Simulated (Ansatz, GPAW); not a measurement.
# Screening of a field by a 8-layer slab of Au(100), part 2 of 2

How does a 8-layer slab of Au(100) screen a perpendicular field?

GPAW 26.7.0 and Ansatz 0.2.0; Ansatz plane waves; slab in vacuum with a dipole correction, relaxation (the session's first sound run).

So far, upper work function (eV): step 2 (relaxing the atoms) 5.14.

## 3. Plane waves, PBE

With the geometry fixed, the planar mean of the potential gives the vacuum level on each side.

This step: GPAW, PAW setups; slab in vacuum (GPAW 26.7.0).

The input, run.py:

```python
import json
import numpy as np
from ase import Atoms
from gpaw import GPAW, PW

slab = Atoms(
    ['Au', 'Au', 'Au', 'Au', 'Au', 'Au', 'Au', 'Au'],
    positions=[
        [1.44250, 1.44250, 8.00000],
        [0.00000, 0.00000, 10.04000],
        [1.44250, 1.44250, 12.08000],
        [0.00000, 0.00000, 14.12000],
        [1.44250, 1.44250, 16.26950],
        [-0.00000, 0.00000, 18.41251],
        [1.44250, 1.44250, 20.54955],
        [-0.00000, 0.00000, 22.66279]],
    cell=[[2.885, 0.0, 0.0], [0.0, 2.885, 0.0], [0.0, 0.0, 30.28]],
    pbc=[True, True, False])

slab.calc = GPAW(mode=PW(400), xc='PBE', kpts={'size': (11, 11, 1), 'gamma': True},
                 occupations={'name': 'fermi-dirac', 'width': 0.1}, nbands='160%',
                 convergence={'density': 1e-05}, maxiter=200,
                 poissonsolver={'dipolelayer': 'xy'},
                 symmetry={'tolerance': 1e-3}, txt='slab.txt')
result = {}
energy = slab.get_potential_energy()
fermi = slab.calc.get_fermi_level()
v = slab.calc.get_electrostatic_potential().mean((0, 1)) - fermi
n = slab.calc.get_pseudo_density().mean((0, 1))
L = slab.cell[2, 2]
z = np.arange(len(v)) * L / len(v)
low, high = slab.positions[:, 2].min(), slab.positions[:, 2].max()
below, above = np.interp([low - 5.8, high + 5.8], z, v)
slopes = [np.interp(x, z, np.gradient(v, z)) for x in (low - 5.8, high + 5.8)]
eps = np.array([[slab.calc.get_eigenvalues(k, s) for k in range(len(slab.calc.get_ibz_k_points()))]
                for s in range(slab.calc.get_number_of_spins())]) - fermi
top, bottom = eps[eps < 0].max(), eps[eps > 0].min()
dipole = slab.get_dipole_moment()[2]
print(f'energy {energy:.4f} eV, Fermi level {fermi:.4f} eV, dipole {dipole:.5f} e A')
print(f'potential 5.8 A off the faces, from the Fermi level: lower {below:.4f} eV, upper {above:.4f} eV')
print(f'slope of the potential there: lower {slopes[0]:.5f}, upper {slopes[1]:.5f} eV/A')
print(f'nearest levels on the mesh: {top:.4f} and {bottom:.4f} eV')
print('magnetic moment', round(slab.get_magnetic_moment(), 3))
result.update(energy=energy, fermi=fermi, dipole=dipole, below=below, above=above, slopes=slopes, edges=[top, bottom],
              z=z.tolist(), v=v.tolist(), n=n.tolist(), positions=slab.positions.tolist(),
              forces=slab.get_forces(apply_constraint=False).tolist(), moments=slab.get_magnetic_moments().tolist())
json.dump(result, open('result.json', 'w'))
```

Started as:

```sh
$ OMP_NUM_THREADS=1 OPENBLAS_NUM_THREADS=1 python run.py
```

The log of the run:

```text
energy -24.0756 eV, Fermi level 2.9721 eV, dipole -0.00243 e A
potential 5.8 A off the faces, from the Fermi level: lower 5.0949 eV, upper 5.1327 eV
slope of the potential there: lower 0.00002, upper -0.00005 eV/A
nearest levels on the mesh: -0.0620 and 0.0835 eV
magnetic moment 0.0
```

It took 4.2 min on 1 thread of Intel Xeon Platinum 8488C (Sapphire Rapids), shared host; peak memory 0.31 GiB.

Numbers from this step:

```
dipole along the normal                    : -0.002427 e·Å
levels nearest the Fermi level on the mesh : -0.06203, 0.08350 eV from the Fermi level
upper work function                        : 5.133 eV
lower work function                        : 5.095 eV
```

The electrostatic potential energy of an electron (without an applied field's), less the Fermi level, planar mean oscillates, so the rows of the table below give means over windows of 2.11 Å about each position, cut where the curve ends. Its maxima inside the range that stand out by 2 % of the span (Å: eV): 9.0: -1.45, 11.0: -1.65, 13.1: -1.63, 15.2: -0.649, 17.3: -0.627, 19.5: -0.618, 21.6: -0.650. Its minima: 8.0: -19.5, 10.1: -19.9, 12.1: -19.9, 14.2: -19.8, 16.2: -19.7, 18.4: -19.7, 20.5: -19.8, 22.7: -19.2.

Table of electrostatic potential energy of an electron (without an applied field's), less the Fermi level, planar mean by z; means over each step:

| z (Å) | electrostatic potential energy of an electron (without an applied field's), less the Fermi level, planar mean (eV) |
| --- | --- |
| 1.05 | 5.10 |
| 3.17 | 5.09 |
| 5.28 | 5.01 |
| 7.39 | -6.49 |
| 9.50 | -9.86 |
| 11.61 | -9.97 |
| 13.72 | -9.82 |
| 15.83 | -9.26 |
| 17.94 | -9.22 |
| 20.05 | -9.24 |
| 22.16 | -9.02 |
| 24.27 | 2.99 |
| 26.38 | 5.13 |
| 28.49 | 5.13 |

The pseudo valence density, planar mean oscillates, so the rows of the table below give means over windows of 2.16 Å about each position, cut where the curve ends. Its maxima inside the range that stand out by 2 % of the span (Å: e/Å³): 8.0: 1.11, 9.9: 1.09, 12.1: 1.12, 14.1: 1.10, 16.2: 1.11, 18.4: 1.11, 20.5: 1.12, 22.7: 1.10. Its minima: 9.1: 0.338, 11.0: 0.337, 13.2: 0.344, 15.1: 0.291, 17.3: 0.292, 19.5: 0.293, 21.6: 0.303.

The pseudo valence density, planar mean by z; means over each step:

z (Å), pseudo valence density, planar mean (e/Å³) and a bar:
```
     3.24       0.00 
     5.40       0.01 
     7.56       0.54 #########################
     9.72       0.64 ##############################
    11.88       0.63 ##############################
    14.04       0.62 #############################
    16.20       0.61 #############################
    18.36       0.61 #############################
    20.52       0.62 #############################
    22.68       0.59 ############################
    24.84       0.02 #
    27.00       0.00
```

Force by atom:

| atom | x (eV/Å) | y (eV/Å) | z (eV/Å) | size |
| --- | --- | --- | --- | --- |
| Au1 | 0.000 | 0.000 | -0.453 | 0.453 |
| Au2 | 0.000 | 0.000 | -0.141 | 0.141 |
| Au3 | 0.000 | 0.000 | 0.005 | 0.005 |
| Au4 | 0.000 | 0.000 | 0.494 | 0.494 |
| Au5 | 0.000 | 0.000 | -0.002 | 0.002 |
| Au6 | 0.000 | 0.000 | -0.003 | 0.003 |
| Au7 | 0.000 | 0.000 | -0.001 | 0.001 |
| Au8 | 0.000 | 0.000 | 0.104 | 0.104 |

The potential is flat to 4.8e-5 eV/Å where it is read, so the vacuum is wide enough. The geometry is the other program's minimum; here the largest force on a free atom is 0.10 eV/Å.

## 4. Field on

A uniform field along the normal polarises the slab; the atoms stay fixed, so this is the electronic response alone.

run.py, as its differences from that of step 3:

```diff
@@ -4,2 +4,3 @@
 from gpaw import GPAW, PW
+from gpaw.external import ConstantElectricField
 
@@ -23,2 +24,3 @@
                  poissonsolver={'dipolelayer': 'xy'},
+                 external=ConstantElectricField(-0.2, [0, 0, 1]),
                  symmetry={'tolerance': 1e-3}, txt='slab.txt')
```

The log of the run:

```text
energy -24.0921 eV, Fermi level 2.9551 eV, dipole -0.16295 e A
potential 5.8 A off the faces, from the Fermi level: lower 3.3828 eV, upper 6.9255 eV
slope of the potential there: lower 0.00002, upper -0.00017 eV/A
nearest levels on the mesh: -0.0623 and 0.0845 eV
magnetic moment 0.0
```

Elapsed: 11 min, on 1 thread; peak memory 0.62 GiB.

Numbers from this step:

```yaml
dipole_along_the_normal: -0.1629 e·Å
levels_nearest_the_fermi_level_on_the_mesh: -0.06229, 0.08454 eV from the Fermi level
potential_below_the_slab_the_applied_field_s_own_ramp_left_out: 3.383 eV from the Fermi level
potential_above_the_slab_the_applied_field_s_own_ramp_left_out: 6.925 eV from the Fermi level
```

The electrostatic potential energy of an electron (without an applied field's), less the Fermi level, planar mean oscillates, so the rows of the table below give means over windows of 2.16 Å about each position, cut where the curve ends. Its maxima inside the range that stand out by 2 % of the span (Å: eV): 9.0: -2.67, 11.0: -2.47, 13.1: -2.04, 15.2: -0.628, 17.3: -0.195, 19.5: 0.245, 21.6: 0.640, 27.8: 6.93. Its minima: 8.0: -20.9, 10.1: -20.9, 12.1: -20.5, 14.2: -20.0, 16.2: -19.5, 18.4: -19.1, 20.5: -18.7, 22.7: -17.7.

Table of electrostatic potential energy of an electron (without an applied field's), less the Fermi level, planar mean by z; means over each step:

z (Å), electrostatic potential energy of an electron (without an applied field's), less the Fermi level, planar mean (eV) and a bar from the least value:
```
     1.08        3.5 ########################
     3.24        3.4 ########################
     5.40        3.3 ########################
     7.56       -8.9 ###
     9.72      -10.7 
    11.88      -10.3 #
    14.04       -9.6 ##
    16.20       -8.9 ###
    18.36       -8.5 ####
    20.52       -8.1 #####
    22.68       -6.9 ######
    24.84        6.5 #############################
    27.00        6.9 ##############################
    29.16        6.8 ##############################
```

Force by atom:

| atom | x (eV/Å) | y (eV/Å) | z (eV/Å) | size |
| --- | --- | --- | --- | --- |
| Au1 | 0.000 | 0.000 | -0.449 | 0.449 |
| Au2 | 0.000 | 0.000 | -0.146 | 0.146 |
| Au3 | 0.000 | 0.000 | 0.005 | 0.005 |
| Au4 | 0.000 | 0.000 | 0.493 | 0.493 |
| Au5 | 0.000 | 0.000 | -0.004 | 0.004 |
| Au6 | 0.000 | 0.000 | -0.004 | 0.004 |
| Au7 | 0.000 | 0.000 | -0.006 | 0.006 |
| Au8 | 0.000 | 0.000 | 0.109 | 0.109 |

The dipole is now -0.163 e Å, against -0.0024 in the run without a field.

## 5. Field on

run.py, as its differences from that of step 4:

```diff
@@ -24,3 +24,3 @@
                  poissonsolver={'dipolelayer': 'xy'},
-                 external=ConstantElectricField(-0.2, [0, 0, 1]),
+                 external=ConstantElectricField(-0.1, [0, 0, 1]),
                  symmetry={'tolerance': 1e-3}, txt='slab.txt')
```

The log of the run:

```text
energy -24.0798 eV, Fermi level 2.9638 eV, dipole -0.08232 e A
potential 5.8 A off the faces, from the Fermi level: lower 4.2386 eV, upper 6.0283 eV
slope of the potential there: lower 0.00000, upper -0.00000 eV/A
nearest levels on the mesh: -0.0622 and 0.0841 eV
magnetic moment 0.0
```

It took 17 min on 1 thread; peak memory 0.63 GiB.

This step gave:

```
dipole along the normal                                         : -0.08232 e·Å
levels nearest the Fermi level on the mesh                      : -0.06219, 0.08411 eV from the Fermi level
potential below the slab, the applied field's own ramp left out : 4.239 eV from the Fermi level
potential above the slab, the applied field's own ramp left out : 6.028 eV from the Fermi level
```

The electrostatic potential energy of an electron (without an applied field's), less the Fermi level, planar mean oscillates, so the rows of the table below give means over windows of 2.11 Å about each position, cut where the curve ends. Its maxima inside the range that stand out by 2 % of the span (Å: eV): 9.0: -2.06, 11.0: -2.06, 13.1: -1.84, 15.2: -0.638, 17.3: -0.411, 19.5: -0.187, 21.6: -0.00569, 28.8: 6.03. Its minima: 8.0: -20.2, 10.1: -20.4, 12.1: -20.2, 14.2: -19.9, 16.2: -19.6, 18.4: -19.4, 20.5: -19.2, 22.7: -18.5.

Electrostatic potential energy of an electron (without an applied field's), less the Fermi level, planar mean against z; means over each step:

z (Å), electrostatic potential energy of an electron (without an applied field's), less the Fermi level, planar mean (eV) and a bar from the least value:
```
     1.05        4.3 ###########################
     3.17        4.2 ###########################
     5.28        4.2 ###########################
     7.39       -7.3 ######
     9.50      -10.4 
    11.61      -10.3 
    13.72      -10.0 #
    15.83       -9.2 ##
    17.94       -8.9 ###
    20.05       -8.8 ###
    22.16       -8.3 ####
    24.27        3.9 ##########################
    26.38        6.0 ##############################
    28.49        6.0 ##############################
```

Force by atom:

| atom | x (eV/Å) | y (eV/Å) | z (eV/Å) | size |
| --- | --- | --- | --- | --- |
| Au1 | 0.000 | 0.000 | -0.451 | 0.451 |
| Au2 | 0.000 | 0.000 | -0.143 | 0.143 |
| Au3 | 0.000 | 0.000 | 0.005 | 0.005 |
| Au4 | 0.000 | 0.000 | 0.493 | 0.493 |
| Au5 | 0.000 | 0.000 | -0.003 | 0.003 |
| Au6 | 0.000 | 0.000 | -0.004 | 0.004 |
| Au7 | 0.000 | 0.000 | -0.005 | 0.005 |
| Au8 | 0.000 | 0.000 | 0.104 | 0.104 |

The dipole is now -0.0823 e Å, against -0.0024 in the run without a field.

## 6. Field on

run.py, as its differences from that of step 5:

```diff
@@ -24,3 +24,3 @@
                  poissonsolver={'dipolelayer': 'xy'},
-                 external=ConstantElectricField(-0.1, [0, 0, 1]),
+                 external=ConstantElectricField(-0.05, [0, 0, 1]),
                  symmetry={'tolerance': 1e-3}, txt='slab.txt')
```

The log of the run:

```text
energy -24.0767 eV, Fermi level 2.9681 eV, dipole -0.04209 e A
potential 5.8 A off the faces, from the Fermi level: lower 4.6658 eV, upper 5.5809 eV
slope of the potential there: lower 0.00001, upper -0.00002 eV/A
nearest levels on the mesh: -0.0621 and 0.0837 eV
magnetic moment 0.0
```

Elapsed: 11 min, on 1 thread; peak memory 0.62 GiB.

## 7. Field on

run.py, as its differences from that of step 6:

```diff
@@ -24,3 +24,3 @@
                  poissonsolver={'dipolelayer': 'xy'},
-                 external=ConstantElectricField(-0.05, [0, 0, 1]),
+                 external=ConstantElectricField(0.05, [0, 0, 1]),
                  symmetry={'tolerance': 1e-3}, txt='slab.txt')
```

The log of the run:

```text
energy -24.0765 eV, Fermi level 2.9759 eV, dipole 0.03853 e A
potential 5.8 A off the faces, from the Fermi level: lower 5.5235 eV, upper 4.6860 eV
slope of the potential there: lower 0.00001, upper -0.00004 eV/A
nearest levels on the mesh: -0.0619 and 0.0831 eV
magnetic moment 0.0
```

It took 11 min on 1 thread; peak memory 0.63 GiB.

The electrostatic potential energy of an electron (without an applied field's), less the Fermi level, planar mean oscillates, so the rows of the table below give means over windows of 2.11 Å about each position, cut where the curve ends. Its maxima inside the range that stand out by 2 % of the span (Å: eV): 9.0: -1.14, 11.0: -1.44, 13.1: -1.53, 15.2: -0.655, 17.3: -0.735, 19.5: -0.833, 21.6: -0.972. Its minima: 8.0: -19.1, 10.1: -19.7, 12.1: -19.8, 14.2: -19.7, 16.2: -19.7, 18.4: -19.9, 20.5: -20.0, 22.7: -19.6.

Electrostatic potential energy of an electron (without an applied field's), less the Fermi level, planar mean against z; means over each step:

| z (Å) | electrostatic potential energy of an electron (without an applied field's), less the Fermi level, planar mean (eV) |
| --- | --- |
| 1.05 | 5.49 |
| 3.17 | 5.52 |
| 5.28 | 5.43 |
| 7.39 | -6.10 |
| 9.50 | -9.58 |
| 11.61 | -9.79 |
| 13.72 | -9.75 |
| 15.83 | -9.30 |
| 17.94 | -9.36 |
| 20.05 | -9.49 |
| 22.16 | -9.37 |
| 24.27 | 2.56 |
| 26.38 | 4.68 |
| 28.49 | 4.69 |

## 8. Field on

run.py, as its differences from that of step 7:

```diff
@@ -24,3 +24,3 @@
                  poissonsolver={'dipolelayer': 'xy'},
-                 external=ConstantElectricField(0.05, [0, 0, 1]),
+                 external=ConstantElectricField(0.1, [0, 0, 1]),
                  symmetry={'tolerance': 1e-3}, txt='slab.txt')
```

The log of the run:

```text
energy -24.0795 eV, Fermi level 2.9796 eV, dipole 0.07903 e A
potential 5.8 A off the faces, from the Fermi level: lower 5.9552 eV, upper 4.2370 eV
slope of the potential there: lower -0.00003, upper -0.00003 eV/A
nearest levels on the mesh: -0.0619 and 0.0832 eV
magnetic moment 0.0
```

Elapsed: 12 min, on 1 thread; peak memory 0.62 GiB.

The dipole is now 0.0790 e Å, against -0.0024 in the run without a field.

## 9. Field on

run.py, as its differences from that of step 8:

```diff
@@ -24,3 +24,3 @@
                  poissonsolver={'dipolelayer': 'xy'},
-                 external=ConstantElectricField(0.1, [0, 0, 1]),
+                 external=ConstantElectricField(0.2, [0, 0, 1]),
                  symmetry={'tolerance': 1e-3}, txt='slab.txt')
```

The log of the run:

```text
energy -24.0914 eV, Fermi level 2.9866 eV, dipole 0.15962 e A
potential 5.8 A off the faces, from the Fermi level: lower 6.8146 eV, upper 3.3444 eV
slope of the potential there: lower -0.00005, upper -0.00004 eV/A
nearest levels on the mesh: -0.0617 and 0.0827 eV
magnetic moment 0.0
```

The job ended after 16 min (1 thread; peak memory 0.63 GiB).

The dipole is now 0.160 e Å, against -0.0024 in the run without a field.

## 10. Field on

run.py, as its differences from that of step 9:

```diff
@@ -24,3 +24,3 @@
                  poissonsolver={'dipolelayer': 'xy'},
-                 external=ConstantElectricField(0.2, [0, 0, 1]),
+                 external=ConstantElectricField(0.3, [0, 0, 1]),
                  symmetry={'tolerance': 1e-3}, txt='slab.txt')
```

The log of the run:

```text
energy -24.1114 eV, Fermi level 2.9928 eV, dipole 0.24032 e A
potential 5.8 A off the faces, from the Fermi level: lower 7.6773 eV, upper 2.4526 eV
slope of the potential there: lower -0.00003, upper -0.00005 eV/A
nearest levels on the mesh: -0.0614 and 0.0823 eV
magnetic moment 0.0
```

Wall time 8.8 min (1 thread); peak memory 0.63 GiB.

The electrostatic potential energy of an electron (without an applied field's), less the Fermi level, planar mean oscillates, so the rows of the table below give means over windows of 2.16 Å about each position, cut where the curve ends. Its maxima inside the range that stand out by 2 % of the span (Å: eV): 1.1: 7.68, 9.0: 0.391, 11.0: -0.419, 13.1: -1.02, 15.1: -0.660, 17.3: -1.27, 19.5: -1.91, 21.6: -2.59. Its minima: 8.0: -17.3, 10.1: -18.4, 12.1: -19.0, 14.2: -19.5, 16.2: -20.0, 18.4: -20.7, 20.5: -21.4, 22.7: -21.5.

The electrostatic potential energy of an electron (without an applied field's), less the Fermi level, planar mean by z; means over each step:

| z (Å) | electrostatic potential energy of an electron (without an applied field's), less the Fermi level, planar mean (eV) |
| --- | --- |
| 1.08 | 7.45 |
| 3.24 | 7.68 |
| 5.40 | 7.53 |
| 7.56 | -5.14 |
| 9.72 | -8.00 |
| 11.88 | -8.65 |
| 14.04 | -9.08 |
| 16.20 | -9.46 |
| 18.36 | -10.1 |
| 20.52 | -10.7 |
| 22.68 | -10.7 |
| 24.84 | 2.05 |
| 27.00 | 2.45 |
| 29.16 | 2.57 |

The dipole is now 0.240 e Å, against -0.0024 in the run without a field.

## 11. The series

The members are put on one axis.

This step: induced dipole against applied field (GPAW 26.7.0).

Table of dipole along the normal by field:

| field (V/Å) | dipole along the normal (e·Å) |
| --- | --- |
| -0.200 | -0.163 |
| -0.100 | -0.0823 |
| -0.050 | -0.0421 |
| 0.000 | -0.00243 |
| 0.050 | 0.0385 |
| 0.100 | 0.0790 |
| 0.200 | 0.160 |
| 0.300 | 0.240 |

## 12. What came out

| Property | Result |
| --- | --- |
| work function, upper and lower face | 5.133 and 5.095 eV |
| dipole along the normal | -0.0024 e Å, near the numerical noise |
| induced dipole per field | 0.807 e Å per V/Å |
| out-of-plane polarisability per area, α/(ε0 A) | 17.5 Å |

The field induces 0.807 e Å per V/Å, a polarisable thickness α/(ε0 A) of 17.5 Å beside 14.7 Å between the outermost nuclei. A perfect conductor would give the distance between its two image planes; a dielectric of thickness t gives t(1 - 1/ε). The measured value for this face is 5.22 eV (as compiled in "Properties of real metallic surfaces: Effects of density functional semilocality and van der Waals nonlocality", 2017, arxiv:1702.08515); the relaxed upper face lies 0.087 eV under it with PBE. Measured work functions scatter by a tenth of an eV or more between methods. The clean face reconstructs (W and Mo (100) only when cold), while this slab is an unreconstructed 1×1 cell, so the two are not the same surface. The induced dipole is linear in the field over this range. The small printed dipole stands for a step of 53 meV from the lower to the upper face, and the probes find 38 meV; values this small are near the numerical noise of both. The in-plane lattice was kept as typed, which isn't the functional's own and leaves some strain; spin-orbit coupling and temperature are left out.

[Logs are printed without paths, hosts, clocks, repeated set-up lines and the standing remarks that a program may print on its own settings, such as how far it seeks lower states.]

[Hosts, paths, dates, database ids (printed as entryN), source tags and the programs' standing remarks are cut or masked in the printed files.]
